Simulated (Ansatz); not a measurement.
**The perfect Ag wire along [110], 9 atoms a period**

Aim: is the Ag wire along [110], 9 atoms a period a metal or a semiconductor?

Method: DFT PBE, plane waves, PAW; relaxation of a wire's period; PAW set soft_1, in the first sound run; inputs show where later runs differ, in Ansatz 0.2.0.

## Step 1: Starting point

The cell holds 9 atoms: 9 Ag. Cell: a = 15.100 Å, b = 12.669 Å, c = 2.934 Å, α = 90.0°, β = 90.0°, γ = 90.0°. Vacuum lies along a and b. The structure's axis is c.

## Step 2: Relaxation of atoms and period

Band widths follow the bond lengths, so the wire is relaxed first. The atoms and the third cell vector are free; the box across stays fixed as vacuum. A Fermi-Dirac smearing is set since the result may be a metal. The pressure printed is a third of the stress's trace over the whole box, vacuum included; only the stress along the axis is relaxed.

Contents of input.yaml:

```yaml
crystal:
  lattice:
    - [15.1, 0.0, 0.0]
    - [0.0, 12.669, 0.0]
    - [0.0, 0.0, 2.9344931419]
  atoms:
    - { symbol: Ag, position: [0.225165563, 0.499999459, 0.0] }
    - { symbol: Ag, position: [0.5, 0.731627302, 0.0] }
    - { symbol: Ag, position: [0.5, 0.499999459, 0.0] }
    - { symbol: Ag, position: [0.774834437, 0.499999459, 0.0] }
    - { symbol: Ag, position: [0.362582781, 0.384185537, 0.5] }
    - { symbol: Ag, position: [0.362582781, 0.61581338, 0.5] }
    - { symbol: Ag, position: [0.637417219, 0.384185537, 0.5] }
    - { symbol: Ag, position: [0.637417219, 0.61581338, 0.5] }
    - { symbol: Ag, position: [0.5, 0.268371616, 0.0] }
kpoints:
  mp_grid: { grid: [1, 1, 28] }
scf:
  occupations: { method: fermi_dirac, width: 0.05 }
hamiltonian:
  xc: pbe
  pseudopotentials: { kind: paw, azcp: { folder: soft_1 } }
relax:
  cell: { fix: [a, b, alpha, beta, gamma] }
  max_steps: 45
  f_tol: 0.03
```

Started as:

```console
$ ansatz run input.yaml --threads 4 --pin off --max-ram 16384MiB --backend cpu --events-out ev --progress --plain --runs-dir out
```

Numbers of over 12 decimals in the logs are rounded to 6 here.

What it wrote:

```text
Engine: ansatz 0.2.0, aarch64-unknown-linux-gnu
Pseudopotentials: kind: paw
Pseudopotential: Ag, paw, valence charge 19, recommended cutoff 420 eV (normal), soft_1/Ag.paw.azcp
Functional definition: PBE
  parameter kappa = 0.804
  parameter beta = 0.066725
  exchange = pbe_x(kappa = kappa, mu = beta*pi^2/3)
  correlation = pbe_c(beta = beta)
Crystal: 9 atoms, lattice volume = 561.374 Å³
Basis set: ecut = 420 eV, 10901 PW (Γ), exchange–correlation on 216×180×40 points (8 copies of the dense FFT grid, shifted against one another)
Bands: 103, of which v1, the nominal top of the filled ones, is band 86 counted from 1 (85 counted from 0)
Symmetry: 8 space group operations
Space group: Pmmm (ITA 47), of the structure as read, at distance tolerance 8.2e-5 Å
k-points: 15 of 28
Non-local potential: Ag, projectors of the file, l = 0: 3, l = 1: 2, l = 2: 2, l = 3: 1
PAW form: soft (Blöchl's): semilocal exchange-correlation on the pseudo side does not see the compensation charge
PAW one-centre angular grid: Ag, 590 points (default); XC on 64 Gauss nodes
Initial density: superposition of atomic densities (neutral atoms: chi_scale 0, normalization atom)
Initial wavefunctions: pseudopotential atomic-orbital guess
Functional: x = pbe(κ = 0.804, μ = 0.219515), c = pbe(β = 0.066725)
iter 1 solved again at ethr=3.08e-3 eV; its pass at ethr=3.10e-3 eV (dr2=5.26e0 eV) is discarded
SCF iter   1: F=—  HF=-68312.669742 eV  |F-HF|=—  |Δ(HF+E_count)|=         —  Δρ=2.72e-2  dr2=5.48e0  ethr=3.08e-3  ⟨swp⟩=2.3  Hψ=7878  notcnv=0
preconditioner: auto → LDOS  [metal: Δε(μ)=0.025 eV  Ē_g=7.609 eV  σ=0.050 eV  W_gap=0.12  n_scr=96 (ndim 8)  ℏωp=15.6 eV  f_vac=0.625  D(μ)=3.37/eV (n_scr^D=16)  β→1.0]
SCF iter   2: F=—  HF=-68313.651342 eV  |F-HF|=—  |Δ(HF+E_count)|=   9.82e-1  Δρ=3.90e-2  dr2=7.77e0  ethr=3.08e-3  ⟨swp⟩=3.6  Hψ=3423  notcnv=0  defer=9
SCF iter   3: F=—  HF=-68311.314894 eV  |F-HF|=—  |Δ(HF+E_count)|=    2.34e0  Δρ=6.17e-3  dr2=1.64e-1  ethr=3.08e-3  ⟨swp⟩=2.0  Hψ=2759  notcnv=0  defer=157
SCF iter   4: F=—  HF=-68311.287249 eV  |F-HF|=—  |Δ(HF+E_count)|=   2.76e-2  Δρ=1.27e-3  dr2=9.26e-3  ethr=9.58e-5  ⟨swp⟩=2.0  Hψ=2744  notcnv=0  defer=157
SCF iter   5: F=—  HF=-68311.285444 eV  |F-HF|=—  |Δ(HF+E_count)|=   1.80e-3  Δρ=4.01e-4  dr2=7.04e-4  ethr=5.42e-6  ⟨swp⟩=2.1  Hψ=2778  notcnv=0  defer=158
SCF iter   6: F=—  HF=-68311.285791 eV  |F-HF|=—  |Δ(HF+E_count)|=   3.47e-4  Δρ=1.45e-4  dr2=1.40e-4  ethr=4.11e-7  ⟨swp⟩=2.7  Hψ=2368  notcnv=0  defer=158
SCF iter   7: F=—  HF=-68311.285790 eV  |F-HF|=—  |Δ(HF+E_count)|=   1.08e-6  Δρ=3.00e-5  dr2=4.73e-6  ethr=8.21e-8  ⟨swp⟩=2.0  Hψ=2112  notcnv=0  defer=158
SCF iter   8: F=—  HF=-68311.285794 eV  |F-HF|=—  |Δ(HF+E_count)|=   3.71e-6  Δρ=1.25e-5  dr2=9.22e-7  ethr=2.77e-9  ⟨swp⟩=2.2  Hψ=2241  notcnv=0  defer=158
SCF iter   9: F=—  HF=-68311.285794 eV  |F-HF|=—  |Δ(HF+E_count)|=   4.18e-7  Δρ=5.50e-6  dr2=1.53e-7  ethr=5.39e-10  ⟨swp⟩=2.0  Hψ=2224  notcnv=0  defer=158
SCF iter  10: F=-68311.285794 eV  HF=-68311.285794 eV  |F-HF|=4.22e-10  |Δ(HF+E_count)|=   6.89e-8  Δρ=1.29e-6  dr2=1.02e-8  ethr=5.85e-11  ⟨swp⟩=4.0  Hψ=4907  notcnv=0
SCF 1 converged in 10 iterations: F = -68311.285794 eV  dr2 = 1.02e-8
  greatest PAW one-centre occupation: 1.001 electrons in one spin orbital (limit 2), on the Ag atom at site 2 (counted from 0), in its partial waves of l = 0
relax step   1: F+E_penalty+E_count = -68311.28579405 eV  Δ(F+E_penalty+E_count) = +0.000e0 eV  max|allowed force component| = 3.888e-1 eV/Å  Δτ_max = 0.0000 Å  P = -1.120 GPa  Ω = 561.374 Å³  fix = [a, b, alpha, beta, gamma]  reactions: a -0.848, b -0.681 GPa  (10 SCF iters, dr2 threshold 1.00e-7 eV, accepted)
Crystal: 9 atoms, lattice volume = 541.867 Å³
Basis set: ecut = 420 eV, 10641 PW (Γ), exchange–correlation on 216×180×40 points (8 copies of the dense FFT grid, shifted against one another)
Initial density: handed on by an earlier stage of this run
Initial wavefunctions: those handed on with the density
iter 1 solved again at ethr=4.72e-5 eV; its pass at ethr=3.10e-3 eV (dr2=8.06e-2 eV) is discarded
SCF iter   1: F=—  HF=-68311.471588 eV  |F-HF|=—  |Δ(HF+E_count)|=         —  Δρ=3.69e-3  dr2=8.03e-2  ethr=4.72e-5  ⟨swp⟩=3.9  Hψ=7487  notcnv=0
preconditioner: auto → LDOS  [metal: Δε(μ)=0.231 eV  Ē_g=8.159 eV  σ=0.050 eV  W_gap=0.50  n_scr=80 (ndim 8)  ℏωp=15.9 eV  f_vac=0.635  D(μ)=2.66/eV (n_scr^D=10)  β→1.0]
SCF iter   2: F=—  HF=-68311.493577 eV  |F-HF|=—  |Δ(HF+E_count)|=   2.20e-2  Δρ=5.50e-3  dr2=1.48e-1  ethr=4.70e-5  ⟨swp⟩=2.5  Hψ=3297  notcnv=0
SCF iter   3: F=—  HF=-68311.452437 eV  |F-HF|=—  |Δ(HF+E_count)|=   4.11e-2  Δρ=1.13e-3  dr2=6.16e-3  ethr=4.70e-5  ⟨swp⟩=2.0  Hψ=2692  notcnv=0  defer=98
SCF iter   4: F=—  HF=-68311.451085 eV  |F-HF|=—  |Δ(HF+E_count)|=   1.35e-3  Δρ=2.31e-4  dr2=2.96e-4  ethr=3.60e-6  ⟨swp⟩=2.0  Hψ=2506  notcnv=0  defer=120
SCF iter   5: F=—  HF=-68311.451175 eV  |F-HF|=—  |Δ(HF+E_count)|=   8.94e-5  Δρ=5.55e-5  dr2=1.51e-5  ethr=1.73e-7  ⟨swp⟩=2.0  Hψ=2564  notcnv=0  defer=120
SCF iter   6: F=—  HF=-68311.451175 eV  |F-HF|=—  |Δ(HF+E_count)|=   5.09e-7  Δρ=2.05e-5  dr2=1.79e-6  ethr=8.84e-9  ⟨swp⟩=2.6  Hψ=2582  notcnv=0  defer=120
SCF iter   7: F=-68311.451176 eV  HF=-68311.451176 eV  |F-HF|=2.55e-8  |Δ(HF+E_count)|=   3.93e-7  Δρ=4.85e-6  dr2=1.18e-7  ethr=5.26e-10  ⟨swp⟩=5.0  Hψ=5413  notcnv=0
SCF 2 converged in 7 iterations: F = -68311.451176 eV  dr2 = 1.18e-7
relax step   2: F+E_penalty+E_count = -68311.45117567 eV  Δ(F+E_penalty+E_count) = -1.654e-1 eV  max|allowed force component| = 1.434e-1 eV/Å  Δτ_max = 0.1284 Å  P = +0.442 GPa  Ω = 541.867 Å³  energy of the carried Pulay correction = +2.677e-3 eV  fix = [a, b, alpha, beta, gamma]  reactions: a +0.587, b +0.391 GPa  (7 SCF iters, dr2 threshold 9.00e-7 eV, accepted)
Crystal: 9 atoms, lattice volume = 542.462 Å³
iter 1 solved again at ethr=6.37e-6 eV; its pass at ethr=3.10e-3 eV (dr2=1.09e-2 eV) is discarded
SCF iter   1: F=—  HF=-68311.477490 eV  |F-HF|=—  |Δ(HF+E_count)|=         —  Δρ=1.43e-3  dr2=1.17e-2  ethr=6.37e-6  ⟨swp⟩=2.8  Hψ=6302  notcnv=0
preconditioner: auto → LDOS  [metal: Δε(μ)=0.043 eV  Ē_g=8.132 eV  σ=0.050 eV  W_gap=0.21  n_scr=80 (ndim 8)  ℏωp=15.9 eV  f_vac=0.630  D(μ)=2.52/eV (n_scr^D=10)  β→1.0]
SCF iter   2: F=—  HF=-68311.479422 eV  |F-HF|=—  |Δ(HF+E_count)|=   1.93e-3  Δρ=1.52e-3  dr2=1.99e-2  ethr=6.37e-6  ⟨swp⟩=2.1  Hψ=2916  notcnv=0
SCF iter   3: F=—  HF=-68311.474603 eV  |F-HF|=—  |Δ(HF+E_count)|=   4.82e-3  Δρ=2.10e-4  dr2=2.27e-4  ethr=6.37e-6  ⟨swp⟩=2.0  Hψ=2795  notcnv=0
SCF iter   4: F=—  HF=-68311.474848 eV  |F-HF|=—  |Δ(HF+E_count)|=   2.45e-4  Δρ=1.49e-4  dr2=9.78e-5  ethr=1.33e-7  ⟨swp⟩=2.0  Hψ=2406  notcnv=0
SCF iter   5: F=—  HF=-68311.474823 eV  |F-HF|=—  |Δ(HF+E_count)|=   2.51e-5  Δρ=1.70e-5  dr2=1.89e-6  ethr=5.72e-8  ⟨swp⟩=2.0  Hψ=2401  notcnv=0
SCF iter   6: F=-68311.474824 eV  HF=-68311.474824 eV  |F-HF|=1.32e-8  |Δ(HF+E_count)|=   3.86e-7  Δρ=6.45e-6  dr2=2.52e-7  ethr=5.26e-10  ⟨swp⟩=5.0  Hψ=5595  notcnv=0
SCF 3 converged in 6 iterations: F = -68311.474824 eV  dr2 = 2.52e-7
relax step   3: F+E_penalty+E_count = -68311.47482363 eV  Δ(F+E_penalty+E_count) = -2.365e-2 eV  max|allowed force component| = 3.108e-2 eV/Å  Δτ_max = 0.0546 Å  P = -0.072 GPa  Ω = 542.462 Å³  energy of the carried Pulay correction = +2.594e-3 eV  fix = [a, b, alpha, beta, gamma]  reactions: a -0.030, b -0.132 GPa  (6 SCF iters, dr2 threshold 9.00e-7 eV, accepted)
Crystal: 9 atoms, lattice volume = 542.172 Å³
iter 1 solved again at ethr=5.63e-8 eV; its pass at ethr=3.10e-3 eV (dr2=9.63e-5 eV) is discarded
SCF iter   1: F=—  HF=-68311.475056 eV  |F-HF|=—  |Δ(HF+E_count)|=         —  Δρ=1.40e-4  dr2=1.12e-4  ethr=5.63e-8  ⟨swp⟩=3.1  Hψ=6678  notcnv=0
preconditioner: auto → LDOS  [metal: Δε(μ)=0.044 eV  Ē_g=8.121 eV  σ=0.050 eV  W_gap=0.21  n_scr=80 (ndim 8)  ℏωp=15.9 eV  f_vac=0.630  D(μ)=2.51/eV (n_scr^D=10)  β→1.0]
SCF iter   2: F=—  HF=-68311.475086 eV  |F-HF|=—  |Δ(HF+E_count)|=   3.02e-5  Δρ=1.76e-4  dr2=2.03e-4  ethr=5.63e-8  ⟨swp⟩=2.1  Hψ=2760  notcnv=0
SCF iter   3: F=—  HF=-68311.475048 eV  |F-HF|=—  |Δ(HF+E_count)|=   3.82e-5  Δρ=1.80e-5  dr2=2.58e-6  ethr=5.63e-8  ⟨swp⟩=2.0  Hψ=2751  notcnv=0
SCF iter   4: F=—  HF=-68311.475266 eV  |F-HF|=—  |Δ(HF+E_count)|=   2.18e-4  Δρ=1.23e-5  dr2=7.91e-7  ethr=1.51e-9  ⟨swp⟩=2.1  Hψ=2576  notcnv=0
SCF iter   5: F=-68311.475266 eV  HF=-68311.475266 eV  |F-HF|=2.08e-9  |Δ(HF+E_count)|=   1.84e-7  Δρ=1.48e-6  dr2=9.53e-9  ethr=3.53e-11  ⟨swp⟩=3.3  Hψ=6691  notcnv=0
SCF 4 converged in 5 iterations: F = -68311.475266 eV  dr2 = 9.53e-9
relax step   4: F+E_penalty+E_count = -68311.47526589 eV  Δ(F+E_penalty+E_count) = -4.423e-4 eV  max|allowed force component| = 5.191e-3 eV/Å  Δτ_max = 0.0064 Å  P = -0.020 GPa  Ω = 542.172 Å³  energy of the carried Pulay correction = +2.634e-3 eV  fix = [a, b, alpha, beta, gamma]  reactions: a +0.022, b -0.079 GPa  (5 SCF iters, dr2 threshold 6.04e-8 eV, accepted)
Initial wavefunctions: pseudopotential atomic-orbital guess (no wavefunctions were taken with the density)
iter 1 solved again at ethr=4.62e-7 eV; its pass at ethr=3.10e-3 eV (dr2=7.89e-4 eV) is discarded
SCF iter   1: F=—  HF=-68311.472052 eV  |F-HF|=—  |Δ(HF+E_count)|=         —  Δρ=6.00e-5  dr2=3.01e-6  ethr=4.62e-7  ⟨swp⟩=4.0  Hψ=10417  notcnv=0
preconditioner: auto → LDOS  [metal: Δε(μ)=0.044 eV  Ē_g=8.123 eV  σ=0.050 eV  W_gap=0.21  n_scr=80 (ndim 8)  ℏωp=15.9 eV  f_vac=0.630  D(μ)=2.51/eV (n_scr^D=10)  β→1.0]
SCF iter   2: F=—  HF=-68311.472298 eV  |F-HF|=—  |Δ(HF+E_count)|=   2.46e-4  Δρ=3.90e-5  dr2=6.31e-6  ethr=1.76e-9  ⟨swp⟩=3.0  Hψ=3544  notcnv=0
SCF iter   3: F=—  HF=-68311.472296 eV  |F-HF|=—  |Δ(HF+E_count)|=   1.52e-6  Δρ=1.96e-5  dr2=1.79e-6  ethr=1.76e-9  ⟨swp⟩=2.0  Hψ=2828  notcnv=0
SCF iter   4: F=—  HF=-68311.472296 eV  |F-HF|=—  |Δ(HF+E_count)|=   4.65e-7  Δρ=5.75e-6  dr2=1.52e-7  ethr=1.05e-9  ⟨swp⟩=2.1  Hψ=2184  notcnv=0
SCF iter   5: F=—  HF=-68311.472296 eV  |F-HF|=—  |Δ(HF+E_count)|=   4.22e-8  Δρ=1.07e-6  dr2=5.67e-9  ethr=8.91e-11  ⟨swp⟩=2.1  Hψ=2353  notcnv=0
SCF iter   6: F=—  HF=-68311.472296 eV  |F-HF|=—  |Δ(HF+E_count)|=   1.22e-9  Δρ=1.15e-7  dr2=9.34e-11  ethr=1.00e-12  ⟨swp⟩=4.1  Hψ=7053  notcnv=0
SCF iter   7: F=-68311.472296 eV  HF=-68311.472296 eV  |F-HF|=2.91e-11  |Δ(HF+E_count)|=  2.91e-11  Δρ=3.11e-8  dr2=5.36e-12  ethr=1.00e-12  ⟨swp⟩=4.0  Hψ=4883  notcnv=0
SCF 5 converged in 7 iterations: F = -68311.472296 eV  dr2 = 5.36e-12
relax step   5: F+E_penalty+E_count = -68311.47229567 eV  Δ(F+E_penalty+E_count) = +2.970e-3 eV  max|allowed force component| = 4.935e-3 eV/Å  Δτ_max = 0.0000 Å  P = -0.017 GPa  Ω = 542.172 Å³  fix = [a, b, alpha, beta, gamma]  reactions: a +0.025, b -0.077 GPa  stress off target by 2.23e-3 GPa on what of the cell is left free  SCF on the basis re-selected at this cell (its energy is not comparable with the rows above)  (7 SCF iters)
basis re-selected at this cell: Δ(F+E_penalty+E_count) = +2.970e-3 eV, ΔP = +0.003 GPa vs the last step (what re-selecting the basis moved, of the pressure what is left beyond the Pulay correction that the steps carried, after the strain that the cell walked since its last selection, with what the two solves' SCF thresholds leave and, on support functions, any second-order correction that the steps lacked; it is no m [...]
SCF converged after 7 iterations
Free energy (F): -68311.472296 eV
Harris-Foulkes:  -68311.472296 eV  (|F-HF|=2.91e-11)
Internal energy: -68311.452342 eV  (E = F + TS)
E sigma→0 (E₀):  -68311.462319 eV
Entropy (-TS):   -0.019954 eV (-2.217 meV/atom)
Fermi energy:    1.746025 eV
--- Per-component energies (eV) ---
  E_band       = -4714.726148
  E_kinetic    = 4211.505490
  E_local      = -109406.773458  (includes V_loc(G=0)·N_el)
  E_nonlocal   = 289.446294
  E_hartree    = 53254.794384
  E_xc         = -1424.091107
  E_vxc        = -1801.101350  (∫ρ·V_xc dr)
  E_paw        = -35607.386341  (= ΣΔE_a)
  E_vpaw       = -4517.395367  (= ΣTr[D̂ρ^β])
  E_aug_tail   = 0.003335  (compensation charges beyond the density's cutoff)
  E_ewald      = 20371.049060
  E_smearing   = -0.019954  (= −TS)
  E_closure    = -0.000000  (closes the sum)
  Σ components = -68311.472296   (vs F -68311.472296, Δ=0.00e0)
--- Forces (eV/Å), atoms counted from 1 ---
  atom   1  Ag    -0.00420180    -0.00000000     0.00000000
  atom   2  Ag     0.00000000    -0.00493504     0.00000000
  atom   3  Ag     0.00000000     0.00000000     0.00000000
  atom   4  Ag     0.00420180     0.00000000     0.00000000
  atom   5  Ag     0.00263138     0.00043444     0.00000000
  atom   6  Ag     0.00263138    -0.00043444     0.00000000
  atom   7  Ag    -0.00263138     0.00043444     0.00000000
  atom   8  Ag    -0.00263138    -0.00043444     0.00000000
  atom   9  Ag     0.00000000     0.00493504     0.00000000
  max |Σ_I F_I| component: 4.34e-19 eV/Å
--- Stress (GPa, compression-positive) ---
        0.024553       0.000000      -0.000000
        0.000000      -0.076553       0.000000
       -0.000000       0.000000       0.002235
  P = ⅓ Tr σ = -0.0166 GPa (-0.166 kbar)
--- Relaxed structure (4 steps of the walk, 4 accepted, 1 SCFs on fresh bases) ---
  F+E_penalty+E_count = -68311.47229567 eV   max|allowed force component| = 4.935e-3 eV/Å   (the final SCF, on the basis selected at the relaxed cell)
  cell:  # Å, volume = 542.1719 Å³
    - [15.1, 0.0, 0.0]
    - [0.0, 12.669, 0.0]
    - [0.0, 0.0, 2.834117]
  atoms:
    - { symbol: Ag, position: [0.230901, 0.5, 0.0] }
    - { symbol: Ag, position: [0.500000, 0.724400, 0.0] }
    - { symbol: Ag, position: [0.500000, 0.5, 0.0] }
    - { symbol: Ag, position: [0.769099, 0.5, 0.0] }
    - { symbol: Ag, position: [0.360856, 0.381415, 0.500000] }
    - { symbol: Ag, position: [0.360856, 0.618585, 0.500000] }
    - { symbol: Ag, position: [0.639144, 0.381415, 0.500000] }
    - { symbol: Ag, position: [0.639144, 0.618585, 0.500000] }
    - { symbol: Ag, position: [0.500000, 0.275600, 0.0] }
```

It took 78 s on 4 threads of Arm Neoverse V1, shared host; peak memory 1.6 GiB; 5.2 min of CPU time.

The steps of the relaxation:

```csv
step,energy less that of the first step (eV),largest force component (eV/Å),pressure (GPa),volume (Å³)
1,0.0000,0.3888,-1.12,561.37
2,-0.1654,0.1434,0.44,541.87
3,-0.1890,0.0311,-0.07,542.46
4,-0.1895,0.0052,-0.02,542.17
5*,-0.1865,0.0049,-0.02,542.17
```

Relaxation steps marked * repeat the geometry before them on a plane-wave basis chosen anew for their cell, so energy and pressure can jump there.

The run keeps the 8 symmetry operations that it works with, so distortions that break them were not tested.

```csv
cell as run,before,after,change
c (Å),2.934,2.834,-3.4 %
```

The atoms that moved most (Å, along periodic axes as changes of fractional coordinates times the final cell, across vacuum about the mean position):

```csv
atom,dx,dy,dz,length
Ag2,0.000,-0.092,0.000,0.092
Ag9,0.000,0.092,0.000,0.092
Ag4,-0.087,0.000,0.000,0.087
Ag1,0.087,0.000,0.000,0.087
Ag8,0.026,0.035,0.000,0.044
Ag6,-0.026,0.035,0.000,0.044
Ag7,0.026,-0.035,0.000,0.044
Ag5,-0.026,-0.035,0.000,0.044
```

Numbers from this step:

| Property | Result |
| --- | --- |
| energy at zero smearing | -68311.4623 eV |
| cell length along the wire | 2.834 Å |

The cell's length comes to 2.834 Å with spin left out.

## Step 3: The wire at its relaxed period

This step: DFT PBE, plane waves, PAW; bands of a perfect wire; PAW set soft_1 (Ansatz 0.2.0).

At the relaxed period the bands are computed along the axis; those that cross an energy going forward count the channels that a perfect wire would open there.

Contents of input.yaml:

```yaml
crystal:
  lattice:
    - [15.1, 0.0, 0.0]
    - [0.0, 12.669, 0.0]
    - [0.0, 0.0, 2.8341168322]
  atoms:
    - { symbol: Ag, position: [0.230900529, 0.5, 0.0] }
    - { symbol: Ag, position: [0.5, 0.724399529, 0.0] }
    - { symbol: Ag, position: [0.5, 0.5, 0.0] }
    - { symbol: Ag, position: [0.769099471, 0.5, 0.0] }
    - { symbol: Ag, position: [0.360855678, 0.381415433, 0.5] }
    - { symbol: Ag, position: [0.360855678, 0.618584567, 0.5] }
    - { symbol: Ag, position: [0.639144322, 0.381415433, 0.5] }
    - { symbol: Ag, position: [0.639144322, 0.618584567, 0.5] }
    - { symbol: Ag, position: [0.5, 0.275600471, 0.0] }
kpoints:
  mp_grid: { grid: [1, 1, 29] }
  band_path: { path: ["Γ", Z], npoints: 90 }
scf:
  occupations: { method: fermi_dirac, width: 0.05 }
hamiltonian:
  xc: pbe
  pseudopotentials: { kind: paw, azcp: { folder: soft_1 } }
output:
  dos: { e_range: [-5, 4] }
  write_potential: true
  write_density: true
  volumetric_format: npy
```

What it wrote:

```text
[...]
Crystal: 9 atoms, lattice volume = 542.172 Å³
Basis set: ecut = 420 eV, 10641 PW (Γ)
Bands: 103, of which v1, the nominal top of the filled ones, is band 86 counted from 1 (85 counted from 0)
[... 1 set-up line as in the run before ...]
[...]
k-points: 15 of 29
[...]
SCF iter   1: F=—  HF=-68312.938455 eV  |F-HF|=—  |Δ(HF+E_count)|=         —  Δρ=2.86e-2  dr2=5.62e0  ethr=3.10e-3  ⟨swp⟩=6.8  Hψ=6068  notcnv=0  defer=35
[...]
SCF iter   9: F=-68311.462002 eV  HF=-68311.462003 eV  |F-HF|=3.52e-8  |Δ(HF+E_count)|=   2.37e-7  Δρ=3.51e-6  dr2=6.04e-8  ethr=5.85e-11  ⟨swp⟩=12.9  Hψ=5672  notcnv=0
SCF 1 converged in 9 iterations: F = -68311.462002 eV  dr2 = 6.04e-8
[...]
NSCF: frozen V_eff on 91 k-points
WARN: The output density's exchange-correlation potential varies sharply where the density is thin. Do not read a vacuum level from v_tot or v_xc, or from such a field of the output density. On a cell that repeats whose density bears no net charge and no dipole along the vacuum's axis use v_es (v_loc + v_h of the components); under efield.dipole_correction with no amplitude use v_es + v_field, which holds any externa [...]
SCF converged after 9 iterations
Free energy (F): -68311.462002 eV
[...]
Internal energy: -68311.438355 eV  (E = F + TS)
E sigma→0 (E₀):  -68311.450179 eV
Entropy (-TS):   -0.023647 eV (-2.627 meV/atom)
Fermi energy:    1.779999 eV
[...]
--- Band table (eV; the first three rows and the last of 15) ---
  k-point 0: bands = [... 82 lower, -0.9550, -0.9329, -0.6740, 0.5703, 1.1024, 1.1368, 2.1661, 2.7559, ... 13 higher]
  k-point 1: bands = [... 82 lower, -0.9690, -0.9565, -0.6301, 0.6049, 1.1298, 1.1747, 2.2042, 2.8038, ... 13 higher]
  k-point 2: bands = [... 82 lower, -1.0144, -1.0056, -0.5195, 0.7040, 1.2101, 1.2830, 2.3136, 2.9434, ... 13 higher]
  k-point 14: bands = [... 82 lower, 2.5429, 2.5489, 3.1726, 3.3562, 3.4350, 3.9091, 4.7976, 5.1254, ... 13 higher]
```

Run time: 72 s. Hardware: 4 threads; peak memory 2.7 GiB; 4.7 min of CPU time.

Reading the cycles: dr2 is the Hartree energy of the density residual (eV), the measure of convergence; HF is the Harris–Foulkes estimate of the energy, which meets the free energy F at convergence.

Numbers from this step:

- energy at zero smearing: -68311.4502 eV
- band gap: 0 eV

Electronic bands along the path, in eV, zero at the Fermi level:

```csv
point,band 82,band 83,band 84,band 85,band 86,band 87,band 88,band 89
Γ,-2.84,-2.73,-2.71,-2.45,-1.21,-0.68,-0.64,0.39
halfway,-2.90,-2.47,-2.06,-1.18,0.14,0.54,0.81,1.85
Z,0.32,0.45,0.93,1.51,1.61,1.69,1.83,3.08
```

Between Γ and Z the bands cross the Fermi level 7 times, so a perfect wire would conduct at least 7 G₀, with spin left out.

## Step 4: Outcome

| Property | Result |
| --- | --- |
| cell length, PBE | 2.834 Å |
| ballistic conductance by band crossings, a lower bound, PBE | 7 G₀ |

What this shows: Under PBE the cell's length is 2.83 Å, and the bands cross the Fermi level 7 times between Γ and Z, which gives a perfect wire at least 7 G₀ (opposite crossings within one step of the path cancel in such a count).

[Logs are printed without paths, hosts, clocks, repeated set-up lines and the standing remarks that a program may print on its own settings, such as how far it seeks lower states.]

[Hosts, paths, dates, database ids (printed as entryN), source tags and the programs' standing remarks are cut or masked in the printed files.]
